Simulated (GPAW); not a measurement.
**Near-edge structure at the Zn K edge of zinc-blende (ZnS)₁₋ₓ(ZnSe)ₓ at x = 0.125**

What does the Zn K edge look like in zinc-blende (ZnS)₁₋ₓ(ZnSe)ₓ at x = 0.125?

Program: GPAW 26.7.0. Level of theory: X-ray absorption from dipole matrix elements to empty bands, plane-wave PAW LDA. Results are calculated unless marked as measured.

**1. The structure**

The cell holds 16 atoms: 8 Zn, 7 S and 1 Se. Cell: a = 7.697 Å, b = 7.697 Å, c = 7.697 Å, α = 60.0°, β = 60.0°, γ = 60.0°. 16-atom zinc-blende cell, 1 of 8 S sites taken by Se at random, lattice constants typed for the ends and interpolated (Vegard).

**2. Relaxation**

Bond lengths around the absorber set the edge shape, so the atoms are relaxed before any spectrum.

Contents of relax.py:

```python
import numpy as np
from ase import Atoms
from ase.parallel import parprint, paropen
from gpaw import GPAW, PW, FermiDirac, Mixer, MixerDif, setup_paths
from ase.optimize import BFGS

atoms = Atoms('ZnSZnSeZnSZnSZnSZnSZnSZnS',
    cell=[[0, 5.44225, 5.44225],
     [5.44225, 0, 5.44225],
     [5.44225, 5.44225, 0]],
    scaled_positions=[[0.998016, 0.99973, 0.00244],
     [0.122784, 0.126453, 0.1305],
     [0.001987, 0.003184, 0.496275],
     [0.123919, 0.125623, 0.624204],
     [0.000488, 0.49974, 0.99787],
     [0.125566, 0.628276, 0.125293],
     [0.997697, 0.500297, 0.500659],
     [0.126364, 0.623866, 0.62794],
     [0.499977, 0.001275, 0.001325],
     [0.62503, 0.120635, 0.123976],
     [0.498913, 0.997353, 0.500499],
     [0.62395, 0.123308, 0.62727],
     [0.500921, 0.501381, 0.001545],
     [0.626558, 0.629633, 0.125065],
     [0.498073, 0.50117, 0.497906],
     [0.62935, 0.624444, 0.623002]],
    pbc=True)
atoms.calc = GPAW(legacy_gpaw=True, mode=PW(400, force_complex_dtype=True), xc='LDA', setups={},
    kpts={'size': (3, 3, 3), 'gamma': True}, occupations=FermiDirac(0.08),
    charge=0, mixer=Mixer(0.1, 5, 50), maxiter=150,
    convergence={'density': 0.0001, 'eigenstates': 1e-6}, txt='relax.txt')
steps = []
opt = BFGS(atoms, logfile='-')
opt.attach(lambda: steps.append([atoms.get_potential_energy(), float(np.linalg.norm(atoms.get_forces(), axis=1).max())]))
done = opt.run(fmax=0.05, steps=30)
out = dict(done=bool(done), steps=steps, frac=atoms.get_scaled_positions().tolist())
import json
with paropen('out.json', 'w') as f:
    json.dump(out, f)
```

Run with:

```bash
$ OMP_NUM_THREADS=1 mpirun -n 4 gpaw python relax.py
```

Numbers of over 12 decimals in the logs are rounded to 6 here.

Log:

```text
Input parameters:
  convergence: {density: 0.0001,
                eigenstates: 1e-06}
  kpts: {gamma: True,
         size: (3, 3, 3)}
  maxiter: 150
  mixer: {backend: pulay,
          beta: 0.1,
          method: separate,
          nmaxold: 5,
          weight: 50}
  mode: {ecut: 400.0,
         force_complex_dtype: True,
         name: pw}
  occupations: {fixmagmom: False,
                name: fermi-dirac,
[...]
Forces in eV/Ang:
[...]
14 Zn    0.00525   -0.00212    0.00952
 15 S     0.01174   -0.00259    0.01648
Step     Time          Energy          fmax
BFGS:    0 02:11:05      -64.676798        0.801022
BFGS:    1 02:11:42      -64.713543        0.654797
BFGS:    2 02:12:37      -64.803760        0.106055
BFGS:    3 02:13:14      -64.806362        0.072989
BFGS:    4 02:13:33      -64.806574        0.066207
BFGS:    5 02:14:06      -64.807183        0.020403
[key lines of the parts left out:]
Converged after 7 iterations.
Dipole moment: (-25.054519, -24.953596, -22.724317) |e|*Ang
Free energy:    -64.807183
Fermi level: 4.39299
```

Wall time 4.2 min (4 MPI ranks of Arm Neoverse V1, shared host); peak memory 0.36 GiB.

In 5 steps the energy fell by 130 meV (energies extrapolated to zero smearing) and the largest force to 0.020 eV/Å. Atom 3 (Zn; the text counts from 1, the script from 0) is among those that moved most, by 0.07 Å.

**3. Ground state of the crystal**

A plain self-consistent run shows whether there is a gap, which decides the set-up of the core-hole run.

Contents of scf.py:

```python
import numpy as np
from ase import Atoms
from ase.parallel import parprint, paropen
from gpaw import GPAW, PW, FermiDirac, Mixer, MixerDif, setup_paths
from gpaw.test import gen
setup_paths.insert(0, '.')
gen('Zn', name='nch1s', xcname='LDA', corehole=(1, 0, 0), write_xml=True)
from gpaw.mpi import world
world.barrier()

atoms = Atoms('ZnSZnSeZnSZnSZnSZnSZnSZnS',
    cell=[[0, 5.44225, 5.44225],
     [5.44225, 0, 5.44225],
     [5.44225, 5.44225, 0]],
    scaled_positions=[[0.9959049, 0.9971529, 0.0112939],
     [0.1245392, 0.1263144, 0.1254345],
     [0.9959357, 0.9974088, 0.4974004],
     [0.1245525, 0.1252894, 0.6257395],
     [0.0003578, 0.5011945, 0.000185],
     [0.1262277, 0.6253973, 0.1248772],
     [0.9969982, 0.510602, 0.4966379],
     [0.125397, 0.6253881, 0.625351],
     [0.4992055, 0.0010266, 0.000046],
     [0.6242175, 0.1257905, 0.1252542],
     [0.5097789, 0.9952284, 0.4971014],
     [0.6240527, 0.125051, 0.6252898],
     [0.5014255, 0.5007913, 0.0008794],
     [0.6257177, 0.626279, 0.125077],
     [0.5002394, 0.4997261, 0.499489],
     [0.6251169, 0.6236972, 0.6258297]],
    pbc=True)
atoms.calc = calc = GPAW(legacy_gpaw=True, mode=PW(400, force_complex_dtype=True), xc='LDA', setups={0: 'nch1s'},
    kpts={'size': (3, 3, 3), 'gamma': True}, occupations=FermiDirac(0.05),
    charge=0, mixer=Mixer(0.1, 5, 50), maxiter=150,
    convergence={'density': 0.0001, 'eigenstates': 1e-6}, txt='scf.txt')
energy = atoms.get_potential_energy() + calc.get_reference_energy()
ef = calc.get_fermi_level()
out = dict(energy=energy, fermi=ef, forces=atoms.get_forces().tolist())
parprint(f'all-electron energy {energy:.4f} eV, Fermi level {ef:.4f} eV')
ev = np.array([[calc.get_eigenvalues(k, s) for k in range(len(calc.get_ibz_k_points()))] for s in range(calc.get_number_of_spins())])
out['homo'], out['lumo'], out['counts'] = ev[ev < ef].max(), ev[ev > ef].min(), sorted(set((ev < ef).sum((0, 2)).tolist()))
out['filled'] = (ev[:, 0] < ef).sum(1).tolist()
import json
with paropen('out.json', 'w') as f:
    json.dump(out, f)
```

Run with:

```bash
$ OMP_NUM_THREADS=1 mpirun -n 4 gpaw python scf.py
```

Log:

```text
Input parameters:
  convergence: {density: 0.0001,
                eigenstates: 1e-06}
  kpts: {gamma: True,
         size: (3, 3, 3)}
  maxiter: 150
  mixer: {backend: pulay,
          beta: 0.1,
          method: separate,
          nmaxold: 5,
          weight: 50}
  mode: {ecut: 400.0,
         force_complex_dtype: True,
         name: pw}
  occupations: {fixmagmom: False,
                name: fermi-dirac,
                width: 0.05}
  setups: {0: nch1s}

Initialize ...

[... PAW data sets ...]

Reference energy: -532092.474875  # eV

Spin-paired calculation

[... convergence settings ...]
Symmetries present (total): 1
  [... symmetry matrices ...]

27 k-points: 3 x 3 x 3 Monkhorst-Pack grid
14 k-points in the irreducible part of the Brillouin zone
       k-points in crystal coordinates                weights
   0:     0.00000000    0.00000000    0.00000000          1/27
   1:     0.00000000    0.00000000    0.33333333          2/27
   2:     0.00000000    0.33333333   -0.33333333          2/27
   3:     0.00000000    0.33333333    0.00000000          2/27
   4:     0.00000000    0.33333333    0.33333333          2/27
   5:     0.33333333   -0.33333333   -0.33333333          2/27
   6:     0.33333333   -0.33333333    0.00000000          2/27
   7:     0.33333333   -0.33333333    0.33333333          2/27
   8:     0.33333333    0.00000000   -0.33333333          2/27
   9:     0.33333333    0.00000000    0.00000000          2/27
          ...
  13:     0.33333333    0.33333333    0.33333333          2/27

Wave functions: Plane wave expansion
  Cutoff energy: 400.000 eV
  Number of coefficients (min, max): 5840, 5961
  Pulay-stress correction: 0.000000 eV/Ang^3 (de/decut=0.000000)
  Using FFTW library
  Wavefunction extrapolation:
    Improved wavefunction reuse through dual PAW basis

Occupation numbers: Fermi-Dirac:
  width: 0.0500  # eV

Eigensolver
   Davidson(niter=2)

Densities:
  Coarse grid: 36*36*36 grid
  Fine grid: 72*72*72 grid
  Total Charge: 0.000000

Density mixing:
  Method: separate
  Backend: pulay
  Linear mixing parameter: 0.1
  old densities: 5
  Width of damping distribution: 1.1
  Damping of long wavelength oscillations: 50

[... Hamiltonian set-up ...]
Number of atoms: 16
Number of atomic orbitals: 104
Number of bands in calculation: 91
Number of valence electrons: 144
Bands to converge: occupied

... initialized

Initializing position-dependent things.

Density initialized from atomic densities
Creating initial wave functions:
  91 bands from LCAO basis set

                                Zn
                        Zn

                         Zn

                              Zn
                            S
                    S
                        Zn
                     S
               Zn
             S            S
                  S
         Zn
                    Se
              Zn
           S

Atomic positions and initial magnetic moments

Positions:
   0 Zn     5.488220    5.481428   10.846719    ( 0.0000,  0.0000,  0.0000)
   1 S      1.370080    1.360419    1.365208    ( 0.0000,  0.0000,  0.0000)
   2 Zn     8.135125    8.127108   10.848279    ( 0.0000,  0.0000,  0.0000)
   3 Se     4.087287    4.083277    1.359702    ( 0.0000,  0.0000,  0.0000)
   4 Zn     2.728633    0.002954    2.729573    ( 0.0000,  0.0000,  0.0000)
   5 S      4.083181    1.366576    4.090531    ( 0.0000,  0.0000,  0.0000)
   6 Zn     5.481651    8.128741    8.204737    ( 0.0000,  0.0000,  0.0000)
[...]
13 S      4.089067    4.086012    6.813679    ( 0.0000,  0.0000,  0.0000)
  14 Zn     5.437978    5.440772    5.442062    ( 0.0000,  0.0000,  0.0000)
  15 S      6.800238    6.807964    6.796359    ( 0.0000,  0.0000,  0.0000)

Unit cell:
           periodic     x           y           z      points  spacing
  1. axis:    yes    0.000000    5.442250    5.442250    36     0.1746
  2. axis:    yes    5.442250    0.000000    5.442250    36     0.1746
  3. axis:    yes    5.442250    5.442250    0.000000    36     0.1746

  Lengths:   7.696504   7.696504   7.696504
  Angles:   60.000000  60.000000  60.000000

Effective grid spacing dv^(1/3) = 0.1905

iter:   1   -66.089571
iter:   2   -66.123634   -0.08  -1.21
iter:   3   -64.841672   -1.06  -1.27
iter:   4   -64.940318   -1.63  -1.58
iter:   5   -64.897421   -1.90  -1.65
iter:   6   -64.840765   -2.65  -2.12
iter:   7   -64.822528   -2.34  -2.66
iter:   8   -64.809069c  -2.97  -2.65
iter:   9   -64.808332c  -3.59  -2.95
iter:  10   -64.807190c  -3.94  -3.20
iter:  11   -64.807181c  -4.67  -3.70
iter:  12   -64.807189c  -5.12  -3.99
iter:  13   -64.807184c  -5.67  -4.07c
iter:  14   -64.807181c  -6.25c -4.58c

Converged after 14 iterations.

Dipole moment: (-25.055550, -24.954693, -22.726354) |e|*Ang

Energy contributions relative to reference atoms: (reference = -532092.474875)

Kinetic:        +66.663429
Potential:      -56.406432
External:        +0.000000
XC:             -74.962225
Entropy (-ST):   -0.000000
Local:           -0.101954
SIC:             +0.000000
--------------------------
Free energy:    -64.807181
Extrapolated:   -64.807181

Showing only first 2 kpts
 Kpt  Band  Eigenvalues  Occupancy
  0    70      3.49986    2.00000
  0    71      3.50069    2.00000
  0    72      5.17704    0.00000
  0    73      6.41081    0.00000

  1    70      3.25814    2.00000
  1    71      3.25899    2.00000
  1    72      6.33160    0.00000
  1    73      6.57342    0.00000

Fermi level: 4.36703

Gap: 1.676 eV
Transition (v -> c):
  (s=0, k=0, n=71, [0.00, 0.00, 0.00]) -> (s=0, k=0, n=72, [0.00, 0.00, 0.00])
No difference between direct/indirect transitions

Forces in eV/Ang:
  0 Zn   -0.00580   -0.00274    0.00905
  1 S    -0.00728   -0.00018    0.00128
  2 Zn   -0.01065   -0.00506   -0.00698
  3 Se    0.00545    0.00901    0.00130
  4 Zn    0.00500   -0.00899   -0.01174
  5 S     0.00252   -0.00070   -0.00684
  6 Zn    0.00269    0.00115   -0.00244
[...]
13 S    -0.00575   -0.00400   -0.01290
 14 Zn    0.00507   -0.00099    0.01162
 15 S     0.00831   -0.00255    0.00938
Scalar-relativistic atomic LDA calculation for Zn (Zinc, Z=30)
Core hole in 1s state (1s occupation: 2.0)
600 radial gridpoints.
|------------------------------------------------|
|------------------------------------------------|
[... the atom generator's iteration count ...]

Energy contributions:
-------------------------
Kinetic:    +1820.136505
XC:           -68.759408
Potential:  -3544.299429
-------------------------
Total:      -1792.922333

state      eigenvalue         ekin         rmax
-----------------------------------------------
1s^2.0 :  -349.206168   449.580746        0.033
2s^2.0 :   -42.473795    85.129008        0.190
2p^6.0 :   -36.877768    83.147768        0.152
3s^2.0 :    -4.724967    18.930386        0.589
3p^6.0 :    -3.060180    16.736648        0.592
3d^10.0:    -0.383140    11.061255        0.564
4s^2.0 :    -0.228494     1.468588        2.078
4p^0.0 :    -0.045217     0.573191        3.031
-----------------------------------------------
(units: Bohr and Hartree)

Generating PAW setup
Kinetic energy of the core from tauc = 1724.019189
Cutoffs:
rc(s)=2.430
rc(p)=2.400
rc(d)=2.230
rc(vbar)=2.260
rc(comp)=2.200
rc(nct)=2.430

Kinetic energy of the core states: 1706.586777
Charge: 0.0
Core electrons: 18.0
Valence electrons: 12.0
Pseudo-core charge: 0.107007
Shape function alpha=2.066
Pseudo-electron charge 3.914685
state    eigenvalue         norm
--------------------------------
4s(2) :    -0.228494     1.130383
*s    :     0.771506
4p(0) :    -0.045217     1.008310
*p    :     0.954783
3d(10):    -0.383140     0.154691
*d    :     0.616860
--------------------------------

Diagonalizing with gridspacing h=0.050

state   all-electron     PAW
-------------------------------
4s:      -0.228494    -0.228671
4p:      -0.045217    -0.045275
3d:      -0.383140    -0.383726
*f:                    0.072913
-------------------------------
all-electron energy -532157.2821 eV, Fermi level 4.3670 eV
```

It took 73 s on 4 MPI ranks; peak memory 0.35 GiB; 4.9 min of CPU time.

The mesh shows a gap of 1.68 eV. The excited electron is kept all the same, so that all members of the series, with or without a gap, are treated alike.

**4. Cell without a hole, the energy reference**

The photon energy needs a difference of total energies, so the cell and mesh of the coming hole run are first run without a hole.

Changes to scf.py since step 3:

```diff
@@ -32,3 +32,3 @@
 atoms.calc = calc = GPAW(legacy_gpaw=True, mode=PW(400, force_complex_dtype=True), xc='LDA', setups={0: 'nch1s'},
-    kpts={'size': (3, 3, 3), 'gamma': True}, occupations=FermiDirac(0.05),
+    kpts={'size': (3, 3, 3), 'gamma': True}, occupations=FermiDirac(0.02),
     charge=0, mixer=Mixer(0.1, 5, 50), maxiter=150,
```

Log:

```text
Input parameters:
  convergence: {density: 0.0001,
                eigenstates: 1e-06}
  kpts: {gamma: True,
         size: (3, 3, 3)}
  maxiter: 150
  mixer: {backend: pulay,
          beta: 0.1,
          method: separate,
          nmaxold: 5,
          weight: 50}
  mode: {ecut: 400.0,
         force_complex_dtype: True,
         name: pw}
  occupations: {fixmagmom: False,
                name: fermi-dirac,
[...]
*s    :     0.771506
4p(0) :    -0.045217     1.008310
*p    :     0.954783
3d(10):    -0.383140     0.154691
*d    :     0.616860
--------------------------------

Diagonalizing with gridspacing h=0.050

state   all-electron     PAW
-------------------------------
4s:      -0.228494    -0.228671
4p:      -0.045217    -0.045275
3d:      -0.383140    -0.383726
*f:                    0.072913
-------------------------------
all-electron energy -532157.2821 eV, Fermi level 4.0415 eV
[key lines of the parts left out:]
Converged after 14 iterations.
Dipole moment: (-25.055550, -24.954693, -22.726354) |e|*Ang
Free energy:    -64.807181
Fermi level: 4.04147
```

The job ended after 73 s (4 MPI ranks; peak memory 0.34 GiB).

Reference energy: -532157.282 eV with the cores included.

(Part 1 of 3 ends here.)

[Banner, clock and machine lines of the logs are left out without a mark of their own.]

[Logs are printed without paths, hosts, clocks, repeated set-up lines and the standing remarks that a program may print on its own settings, such as how far it seeks lower states.]

[Hosts, paths, dates, database ids (printed as entryN), source tags and the programs' standing remarks are cut or masked in the printed files.]

[Lists of maxima count a maximum above −3 eV only where it reaches 4 % of the highest in the window and stands out from its surroundings by 2 % of it (1.5 % where it reaches 55 %); shoulders and weaker maxima are passed over, and of the rest the first, up to two pre-edge ones and the few strongest are named.]
